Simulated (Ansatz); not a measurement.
**SrH3PbI: complex band structure**

A new crystal, SrH3PbI: structure, gap and complex bands. It is built by putting Pb for part of the Sr in the Sr2H3I structure of space group P-3m1, with the volume rescaled by atomic radii. The parent structure comes from the Materials Project.

Calculated with Ansatz 0.2.0; PBEsol DFT, plane waves, PAW files, in the first sound run; inputs show where later runs differ.

The structure was built from a prototype and need not be the compound's stable phase.

**1. The structure**

The structure is trigonal, space group P3m1 (No. 156). The conventional cell has a = 4.020 Å, b = 4.020 Å, c = 7.279 Å, α = 90.00°, β = 90.00°, γ = 120.00°. Sr has 7 H at 2.34 to 2.66 Å and 3 I at 3.30 Å nearest. Nearest to Pb lie 7 H at 2.34 to 2.66 Å and 3 I at 3.30 Å. Nearest to H lie 6 H at 2.54 Å and 3 Sr at 2.66 Å and 3 Pb at 2.66 Å. Nearest to H lie 3 Pb at 2.34 Å and 1 Sr at 2.34 Å. Nearest to H lie 3 Sr at 2.34 Å and 1 Pb at 2.34 Å. Nearest to I lie 3 Pb at 3.30 Å and 3 Sr at 3.30 Å. It derives from Sr2H3I. Pb for part of the Sr in the Sr2H3I structure of space group P-3m1. Farther neighbours and most contacts between anions are not listed.

**2. Relaxing the new crystal**

The substituted atoms don't fit the parent's cell, so cell and atoms relax together. A small smearing keeps the run stable in case the gap closes on the way.

input.yaml reads:

```yaml
crystal:
  lattice:
    - [4.0199856213, 0.0, 0.0]
    - [-2.0099928106, 3.4814096709, 0.0]
    - [0.0, 0.0, 7.2794033972]
  atoms:
    - { symbol: Sr, position: [0.6666666667, 0.3333333333, 0.67865529] }
    - { symbol: Pb, position: [0.3333333333, 0.6666666667, 0.32134471] }
    - { symbol: H, position: [0.0, 0.0, 0.5] }
    - { symbol: H, position: [0.6666666667, 0.3333333333, 0.3572515] }
    - { symbol: H, position: [0.3333333333, 0.6666666667, 0.6427485] }
    - { symbol: I, position: [0.0, 0.0, 0.0] }
kpoints:
  mp_grid: { grid: [6, 6, 4] }
scf:
  occupations: { method: gaussian, width: 0.03 }
hamiltonian:
  xc: pbesol
output:
  forces: true
  stress: true
relax:
  f_tol: 0.02
  max_steps: 60
  cell: {}
```

Started as:

```bash
ansatz run input.yaml --threads 2 --pin off --max-ram 4096MiB --backend cpu --events-out ev --progress --plain --runs-dir out
```

Numbers of over 12 decimals in the logs are rounded to 6 here.

The log of the run:

```text
Engine: ansatz 0.2.0, aarch64-unknown-linux-gnu
Pseudopotentials: kind: paw
Pseudopotential: Sr, paw, valence charge 10, recommended cutoff 420 eV (normal), Sr.paw.azcp
Pseudopotential: Pb, paw, valence charge 14, recommended cutoff 420 eV (normal), Pb.paw.azcp
Pseudopotential: H, paw, valence charge 1, recommended cutoff 420 eV (normal), H.paw.azcp
Pseudopotential: I, paw, valence charge 17, recommended cutoff 420 eV (normal), I.paw.azcp
Functional definition: PBEsol
  exchange = pbesol_x
  correlation = pbesol_c
Crystal: 6 atoms, lattice volume = 101.877 Å³
Basis set: ecut = 420 eV, 2005 PW (Γ), exchange–correlation on 54×54×100 points (8 copies of the dense FFT grid, shifted against one another)
Bands: 28, of which v1, the nominal top of the filled ones, is band 22 counted from 1 (21 counted from 0)
Symmetry: 6 space group operations
Space group: P3m1 (ITA 156), of the structure as read, at distance tolerance 4.7e-5 Å
k-points: 24 of 144 (time reversal used)
Non-local potential: Sr, projectors of the file, l = 0: 3, l = 1: 2, l = 2: 2
Non-local potential: Pb, projectors of the file, l = 0: 2, l = 1: 2, l = 2: 2, l = 3: 2
Non-local potential: H, projectors of the file, l = 0: 2, l = 1: 1
Non-local potential: I, projectors of the file, l = 0: 2, l = 1: 2, l = 2: 2, l = 3: 2
PAW form: soft (Blöchl's): semilocal exchange-correlation on the pseudo side does not see the compensation charge
PAW frozen core: Sr, regenerated for the run's functional, and the local potential with it (the file was generated under x = pbe(κ = 0.804, μ = 0.219515), c = pbe(β = 0.066725))
PAW frozen core: Pb, regenerated for the run's functional, and the local potential with it (the file was generated under x = pbe(κ = 0.804, μ = 0.219515), c = pbe(β = 0.066725))
PAW frozen core: I, regenerated for the run's functional, and the local potential with it (the file was generated under x = pbe(κ = 0.804, μ = 0.219515), c = pbe(β = 0.066725))
PAW one-centre angular grid: Sr, 110 points (default); XC on 64 Gauss nodes
PAW one-centre angular grid: Pb, 590 points (default); XC on 64 Gauss nodes
PAW one-centre angular grid: H, 110 points (default); XC on 64 Gauss nodes
PAW one-centre angular grid: I, 590 points (default); XC on 64 Gauss nodes
Initial density: superposition of atomic densities (neutral atoms: chi_scale 0, normalization atom), corrected by the library's trained network
Initial wavefunctions: pseudopotential atomic-orbital guess
Functional: x = pbesol(κ = 0.804, μ = 0.123457), c = pbesol(β = 0.046)
SCF iter   1: F=—  HF=-22728.430231 eV  |F-HF|=—  |Δ(HF+E_count)|=         —  Δρ=4.71e-3  dr2=2.68e-2  ethr=1.77e-3  ⟨swp⟩=11.1  Hψ=3988  notcnv=0  defer=1
preconditioner: auto → Resta (q_TF=auto, 2.372 Å⁻¹)  ε∞=3.0  [insulator: Δε(μ)=0.377 eV  Ē_g=14.768 eV  σ=0.030 eV  W_gap=1.00  n_scr=22 (ndim 8)  ℏωp=20.8 eV  f_vac=0.000  D(μ)=0.00/eV (n_scr^D=0)  ε∞_Penn≈3.0]
SCF iter   2: F=—  HF=-22728.424959 eV  |F-HF|=—  |Δ(HF+E_count)|=   5.27e-3  Δρ=2.20e-3  dr2=4.71e-3  ethr=6.09e-5  ⟨swp⟩=3.0  Hψ=1309  notcnv=0  defer=33
SCF iter   3: F=—  HF=-22728.423943 eV  |F-HF|=—  |Δ(HF+E_count)|=   1.02e-3  Δρ=5.03e-4  dr2=3.25e-4  ethr=1.07e-5  ⟨swp⟩=2.0  Hψ=1014  notcnv=0  defer=33
SCF iter   4: F=—  HF=-22728.423930 eV  |F-HF|=—  |Δ(HF+E_count)|=   1.29e-5  Δρ=1.61e-4  dr2=2.00e-5  ethr=7.39e-7  ⟨swp⟩=3.0  Hψ=1162  notcnv=0  defer=33
SCF iter   5: F=—  HF=-22728.423934 eV  |F-HF|=—  |Δ(HF+E_count)|=   4.07e-6  Δρ=3.49e-5  dr2=1.42e-6  ethr=4.55e-8  ⟨swp⟩=2.2  Hψ=825  notcnv=0  defer=33
SCF iter   6: F=-22728.423935 eV  HF=-22728.423935 eV  |F-HF|=3.88e-9  |Δ(HF+E_count)|=   5.09e-7  Δρ=8.20e-6  dr2=8.68e-8  ethr=2.27e-10  ⟨swp⟩=4.0  Hψ=3376  notcnv=0
SCF 1 converged in 6 iterations: F = -22728.423935 eV  dr2 = 8.68e-8
  greatest PAW one-centre occupation: 0.999 electrons in one spin orbital (limit 2), on the I atom at site 5 (counted from 0), in its partial waves of l = 2
relax step   1: F+E_penalty+E_count = -22728.42393453 eV  Δ(F+E_penalty+E_count) = +0.000e0 eV  max|allowed force component| = 4.672e-1 eV/Å  Δτ_max = 0.0000 Å  P = +4.011 GPa  Ω = 101.877 Å³  (6 SCF iters, dr2 threshold 1.00e-7 eV, accepted)
Crystal: 6 atoms, lattice volume = 114.299 Å³
Basis set: ecut = 420 eV, 2251 PW (Γ), exchange–correlation on 54×54×100 points (8 copies of the dense FFT grid, shifted against one another)
Initial density: handed on by an earlier stage of this run
Initial wavefunctions: those handed on with the density
SCF iter   1: F=—  HF=-22728.929532 eV  |F-HF|=—  |Δ(HF+E_count)|=         —  Δρ=1.54e-2  dr2=1.49e0  ethr=3.10e-3  ⟨swp⟩=10.4  Hψ=4067  notcnv=0
preconditioner: auto → Resta (q_TF=auto, 2.327 Å⁻¹)  ε∞=2.8  [insulator: Δε(μ)=0.337 eV  Ē_g=14.673 eV  σ=0.030 eV  W_gap=1.00  n_scr=22 (ndim 8)  ℏωp=19.6 eV  f_vac=0.001  D(μ)=0.00/eV (n_scr^D=0)  ε∞_Penn≈2.8]
SCF iter   2: F=—  HF=-22728.573939 eV  |F-HF|=—  |Δ(HF+E_count)|=   3.56e-1  Δρ=4.79e-3  dr2=7.14e-2  ethr=3.10e-3  ⟨swp⟩=3.2  Hψ=1119  notcnv=0  defer=35
SCF iter   3: F=—  HF=-22728.553907 eV  |F-HF|=—  |Δ(HF+E_count)|=   2.00e-2  Δρ=2.37e-3  dr2=1.08e-2  ethr=1.62e-4  ⟨swp⟩=3.4  Hψ=966  notcnv=0  defer=35
SCF iter   4: F=—  HF=-22728.551266 eV  |F-HF|=—  |Δ(HF+E_count)|=   2.64e-3  Δρ=7.11e-4  dr2=6.55e-4  ethr=2.46e-5  ⟨swp⟩=3.5  Hψ=1262  notcnv=0  defer=34
SCF iter   5: F=—  HF=-22728.551260 eV  |F-HF|=—  |Δ(HF+E_count)|=   5.79e-6  Δρ=1.63e-4  dr2=3.24e-5  ethr=1.49e-6  ⟨swp⟩=2.0  Hψ=1176  notcnv=0  defer=34
SCF iter   6: F=—  HF=-22728.551287 eV  |F-HF|=—  |Δ(HF+E_count)|=   2.63e-5  Δρ=3.58e-5  dr2=1.35e-6  ethr=7.37e-8  ⟨swp⟩=2.0  Hψ=1178  notcnv=0  defer=34
SCF iter   7: F=-22728.551288 eV  HF=-22728.551288 eV  |F-HF|=2.48e-8  |Δ(HF+E_count)|=   1.48e-6  Δρ=7.72e-6  dr2=9.32e-8  ethr=1.36e-9  ⟨swp⟩=5.0  Hψ=2407  notcnv=0
SCF 2 converged in 7 iterations: F = -22728.551288 eV  dr2 = 9.32e-8
relax step   2: F+E_penalty+E_count = -22728.55128829 eV  Δ(F+E_penalty+E_count) = -1.274e-1 eV  max|allowed force component| = 2.723e-1 eV/Å  Δτ_max = 0.1362 Å  P = -0.942 GPa  Ω = 114.299 Å³  energy of the carried Pulay correction = -4.543e-3 eV  (7 SCF iters, dr2 threshold 6.00e-7 eV, accepted)
Crystal: 6 atoms, lattice volume = 113.841 Å³
Basis set: ecut = 420 eV, 2203 PW (Γ), exchange–correlation on 54×54×100 points (8 copies of the dense FFT grid, shifted against one another)
iter 1 solved again at ethr=1.30e-4 eV; its pass at ethr=3.10e-3 eV (dr2=5.72e-2 eV) is discarded
SCF iter   1: F=—  HF=-22728.583766 eV  |F-HF|=—  |Δ(HF+E_count)|=         —  Δρ=4.77e-3  dr2=6.02e-2  ethr=1.30e-4  ⟨swp⟩=2.0  Hψ=4350  notcnv=0
preconditioner: auto → Resta (q_TF=auto, 2.329 Å⁻¹)  ε∞=2.8  [insulator: Δε(μ)=0.643 eV  Ē_g=14.524 eV  σ=0.030 eV  W_gap=1.00  n_scr=22 (ndim 8)  ℏωp=19.7 eV  f_vac=0.000  D(μ)=0.00/eV (n_scr^D=0)  ε∞_Penn≈2.8]
SCF iter   2: F=—  HF=-22728.569580 eV  |F-HF|=—  |Δ(HF+E_count)|=   1.42e-2  Δρ=2.45e-3  dr2=8.48e-3  ethr=1.30e-4  ⟨swp⟩=3.1  Hψ=1034  notcnv=0
SCF iter   3: F=—  HF=-22728.567129 eV  |F-HF|=—  |Δ(HF+E_count)|=   2.45e-3  Δρ=6.88e-4  dr2=7.13e-4  ethr=1.93e-5  ⟨swp⟩=2.2  Hψ=1062  notcnv=0
SCF iter   4: F=—  HF=-22728.566963 eV  |F-HF|=—  |Δ(HF+E_count)|=   1.66e-4  Δρ=1.26e-4  dr2=2.21e-5  ethr=1.62e-6  ⟨swp⟩=2.0  Hψ=936  notcnv=0
SCF iter   5: F=—  HF=-22728.566977 eV  |F-HF|=—  |Δ(HF+E_count)|=   1.34e-5  Δρ=4.44e-5  dr2=2.35e-6  ethr=5.02e-8  ⟨swp⟩=2.0  Hψ=1197  notcnv=0
SCF iter   6: F=-22728.566978 eV  HF=-22728.566978 eV  |F-HF|=6.02e-8  |Δ(HF+E_count)|=   9.20e-7  Δρ=1.02e-5  dr2=1.38e-7  ethr=1.36e-9  ⟨swp⟩=5.0  Hψ=2430  notcnv=0
SCF 3 converged in 6 iterations: F = -22728.566978 eV  dr2 = 1.38e-7
relax step   3: F+E_penalty+E_count = -22728.56697761 eV  Δ(F+E_penalty+E_count) = -1.569e-2 eV  max|allowed force component| = 4.334e-1 eV/Å  Δτ_max = 0.1252 Å  P = -0.810 GPa  Ω = 113.841 Å³  energy of the carried Pulay correction = -4.384e-3 eV  (6 SCF iters, dr2 threshold 6.00e-7 eV, accepted)
[...]
relax step   4: F+E_penalty+E_count = -22728.58216883 eV  Δ(F+E_penalty+E_count) = -1.519e-2 eV  max|allowed force component| = 2.196e-1 eV/Å  Δτ_max = 0.0573 Å  P = +0.118 GPa  Ω = 111.856 Å³  energy of the carried Pulay correction = -3.691e-3 eV  (5 SCF iters, dr2 threshold 6.00e-7 eV, accepted)
[...]
relax step   5: F+E_penalty+E_count = -22728.58728273 eV  Δ(F+E_penalty+E_count) = -5.114e-3 eV  max|allowed force component| = 3.887e-2 eV/Å  Δτ_max = 0.0396 Å  P = +0.044 GPa  Ω = 112.230 Å³  energy of the carried Pulay correction = -3.822e-3 eV  (5 SCF iters, dr2 threshold 6.00e-7 eV, accepted)
[...]
relax step   6: F+E_penalty+E_count = -22728.58780969 eV  Δ(F+E_penalty+E_count) = -5.270e-4 eV  max|allowed force component| = 1.186e-2 eV/Å  Δτ_max = 0.0130 Å  P = -0.010 GPa  Ω = 112.378 Å³  energy of the carried Pulay correction = -3.874e-3 eV  (5 SCF iters, dr2 threshold 9.44e-8 eV, accepted)
Basis set: ecut = 420 eV, 2167 PW (Γ), exchange–correlation on 60×60×108 points (8 copies of the dense FFT grid, shifted against one another)
Initial wavefunctions: pseudopotential atomic-orbital guess (no wavefunctions were taken with the density)
iter 1 solved again at ethr=9.36e-7 eV; its pass at ethr=3.10e-3 eV (dr2=4.12e-4 eV) is discarded
SCF iter   1: F=—  HF=-22728.588479 eV  |F-HF|=—  |Δ(HF+E_count)|=         —  Δρ=8.05e-4  dr2=2.25e-5  ethr=9.36e-7  ⟨swp⟩=3.6  Hψ=5830  notcnv=0
preconditioner: auto → Resta (q_TF=auto, 2.334 Å⁻¹)  ε∞=2.8  [insulator: Δε(μ)=0.573 eV  Ē_g=14.584 eV  σ=0.030 eV  W_gap=1.00  n_scr=22 (ndim 8)  ℏωp=19.8 eV  f_vac=0.000  D(μ)=0.00/eV (n_scr^D=0)  ε∞_Penn≈2.8]
SCF iter   2: F=—  HF=-22728.591495 eV  |F-HF|=—  |Δ(HF+E_count)|=   3.02e-3  Δρ=4.05e-4  dr2=4.88e-6  ethr=5.12e-8  ⟨swp⟩=2.0  Hψ=861  notcnv=0
SCF iter   3: F=—  HF=-22728.592427 eV  |F-HF|=—  |Δ(HF+E_count)|=   9.32e-4  Δρ=4.37e-5  dr2=1.29e-7  ethr=1.11e-8  ⟨swp⟩=2.0  Hψ=863  notcnv=0
SCF iter   4: F=—  HF=-22728.592440 eV  |F-HF|=—  |Δ(HF+E_count)|=   1.32e-5  Δρ=2.83e-6  dr2=1.17e-8  ethr=2.93e-10  ⟨swp⟩=2.0  Hψ=1116  notcnv=0
SCF iter   5: F=—  HF=-22728.592440 eV  |F-HF|=—  |Δ(HF+E_count)|=   7.44e-9  Δρ=1.10e-6  dr2=1.38e-9  ethr=2.66e-11  ⟨swp⟩=2.6  Hψ=1140  notcnv=0
SCF iter   6: F=—  HF=-22728.592440 eV  |F-HF|=—  |Δ(HF+E_count)|=   2.97e-9  Δρ=2.93e-7  dr2=1.63e-10  ethr=3.14e-12  ⟨swp⟩=2.0  Hψ=863  notcnv=0
SCF iter   7: F=-22728.592440 eV  HF=-22728.592440 eV  |F-HF|=1.46e-11  |Δ(HF+E_count)|=  1.13e-10  Δρ=9.56e-8  dr2=1.03e-11  ethr=1.00e-12  ⟨swp⟩=5.0  Hψ=2537  notcnv=0
SCF 7 converged in 7 iterations: F = -22728.592440 eV  dr2 = 1.03e-11
relax step   7: F+E_penalty+E_count = -22728.59244030 eV  Δ(F+E_penalty+E_count) = -4.631e-3 eV  max|allowed force component| = 1.222e-2 eV/Å  Δτ_max = 0.0000 Å  P = +0.011 GPa  Ω = 112.378 Å³  stress off target by 2.51e-2 GPa  SCF on the basis re-selected at this cell (its energy is not comparable with the rows above)  (7 SCF iters)
basis re-selected at this cell: Δ(F+E_penalty+E_count) = -4.631e-3 eV, ΔP = +0.021 GPa vs the last step (what re-selecting the basis moved, of the pressure what is left beyond the Pulay correction that the steps carried, after the strain that the cell walked since its last selection, with what the two solves' SCF thresholds leave and, on support functions, any second-order correction that the steps lacked; it is no measure of the basis error at this ecutwfc). The dense FFT grid was sized anew with the basis: this SCF ran on 30×30×54 points, the steps before it on 27×27×50, so part of this shift can come from that change (see relax.cell in the input reference). [rest of the remark cut]
SCF converged after 7 iterations
Free energy (F): -22728.592440 eV
Harris-Foulkes:  -22728.592440 eV  (|F-HF|=1.46e-11)
Internal energy: -22728.592440 eV  (E = F + TS)
E sigma→0 (E₀):  -22728.592440 eV
Fermi energy:    8.601300 eV
--- Per-component energies (eV) ---
  E_band       = -525.432591
  E_kinetic    = 761.920067
  E_local      = -3712.713273  (includes V_loc(G=0)·N_el)
  E_nonlocal   = 470.519056
  E_hartree    = 1602.998129
  E_xc         = -544.984444
  E_vxc        = -457.985435  (∫ρ·V_xc dr)
  E_paw        = -17636.573440  (= ΣΔE_a)
  E_vpaw       = -793.166209  (= ΣTr[D̂ρ^β])
  E_aug_tail   = -0.003153  (compensation charges beyond the density's cutoff)
  E_ewald      = -3670.363988
  E_core_change = 0.608606  (= ΣΔE_core)
  E_smearing   = -0.000000  (= −TS)
  E_closure    = 0.000000  (closes the sum)
  Σ components = -22728.592440   (vs F -22728.592440, Δ=0.00e0)
--- Forces (eV/Å), atoms counted from 1 ---
  atom   1  Sr    -0.00000000     0.00000000     0.00424455
  atom   2  Pb    -0.00000000     0.00000000     0.01221539
  atom   3  H     -0.00000000     0.00000000    -0.00763271
  atom   4  H     -0.00000000     0.00000000    -0.00458313
  atom   5  H      0.00000000     0.00000000    -0.00569323
  atom   6  I      0.00000000    -0.00000000     0.00144974
  max |Σ_I F_I| component: 6.20e-7 eV/Å
--- Stress (GPa, compression-positive) ---
        0.025086      -0.000000       0.000000
       -0.000000       0.025086       0.000000
        0.000000       0.000000      -0.016060
  P = ⅓ Tr σ = 0.0114 GPa (0.114 kbar)
--- Relaxed structure (6 steps of the walk, 6 accepted, 1 SCFs on fresh bases) ---
  F+E_penalty+E_count = -22728.59244030 eV   max|allowed force component| = 1.222e-2 eV/Å   (the final SCF, on the basis selected at the relaxed cell)
  cell:  # Å, volume = 112.3776 Å³
    - [4.163091, -2.9895022413561785e-11, 8.263551793694357e-18]
    - [-2.081545, 3.605342, 8.263551793694352e-18]
    - [1.496366720366531e-17, 2.591783186387061e-17, 7.487162]
  atoms:
    - { symbol: Sr, position: [0.666667, 0.333333, 0.683561] }
    - { symbol: Pb, position: [0.333333, 0.666667, 0.335692] }
    - { symbol: H, position: [1.123753312451035e-18, 1.123753312451035e-18, 0.509682] }
    - { symbol: H, position: [0.666667, 0.333333, 0.361784] }
    - { symbol: H, position: [0.333333, 0.666667, 0.622789] }
    - { symbol: I, position: [-1.5678255569360845e-18, -1.5678255569360837e-18, -0.013508] }
```

Wall time 18 s (2 threads of Arm Neoverse V2, shared host); peak memory 0.4 GiB.

The steps of the relaxation:

| step | energy less that of the first step (eV) | largest force component (eV/Å) | pressure (GPa) | volume (Å³) |
| --- | --- | --- | --- | --- |
| 1 | 0.0000 | 0.4672 | 4.01 | 101.88 |
| 2 | -0.1274 | 0.2723 | -0.94 | 114.30 |
| 3 | -0.1430 | 0.4334 | -0.81 | 113.84 |
| 4 | -0.1582 | 0.2196 | 0.12 | 111.86 |
| 5 | -0.1633 | 0.0389 | 0.04 | 112.23 |
| 6 | -0.1639 | 0.0119 | -0.01 | 112.38 |
| 7* | -0.1685 | 0.0122 | 0.01 | 112.38 |

Relaxation steps marked * repeat the geometry before them on a plane-wave basis chosen anew for their cell, so energy and pressure can jump there.

Forces are held to the 6 operations that the run works with; a distortion that breaks them can't arise in this run.

| conventional cell, symmetrised | before | after | change |
| --- | --- | --- | --- |
| a (Å) | 4.020 | 4.163 | +3.6 % |
| b (Å) | 4.020 | 4.163 | +3.6 % |
| c (Å) | 7.279 | 7.487 | +2.9 % |
| volume (Å³/atom) | 16.98 | 18.73 | +10.3 % |

The atoms that moved most (Å, as changes of fractional coordinates times the final cell):

| atom | dx | dy | dz | length |
| --- | --- | --- | --- | --- |
| H5 | 0.000 | 0.000 | -0.149 | 0.149 |
| Pb2 | 0.000 | 0.000 | 0.107 | 0.107 |
| I6 | 0.000 | 0.000 | -0.101 | 0.101 |
| H3 | 0.000 | 0.000 | 0.072 | 0.072 |
| Sr1 | 0.000 | 0.000 | 0.037 | 0.037 |
| H4 | 0.000 | 0.000 | 0.034 | 0.034 |

The relaxed structure:

```xyz
6
Lattice="4.1631 0.0000 0.0000 -2.0815 3.6053 0.0000 0.0000 0.0000 7.4872" Properties=species:S:1:pos:R:3 pbc="T T T"
Sr    2.0815    1.2018    5.1179
Pb    0.0000    2.4036    2.5134
H     0.0000    0.0000    3.8161
H     2.0815    1.2018    2.7087
H     0.0000    2.4036    4.6629
I     0.0000    0.0000   -0.1011
```

Numbers from this step:

| Item | Value |
| --- | --- |
| free energy | -22728.5924 eV |
| Fermi energy | 8.601 eV |
| pressure | 0.01137 GPa |

The largest force component on a free atom ends at 0.012 eV/Å.

(Part 1 of 3 ends here.)

[Logs are printed without paths, hosts, clocks, repeated set-up lines and the standing remarks that a program may print on its own settings, such as how far it seeks lower states.]

[Hosts, paths, dates, database ids (printed as entryN), source tags and the programs' standing remarks are cut or masked in the printed files.]

[New means built here by substitution; the compound itself may be known and measured.]
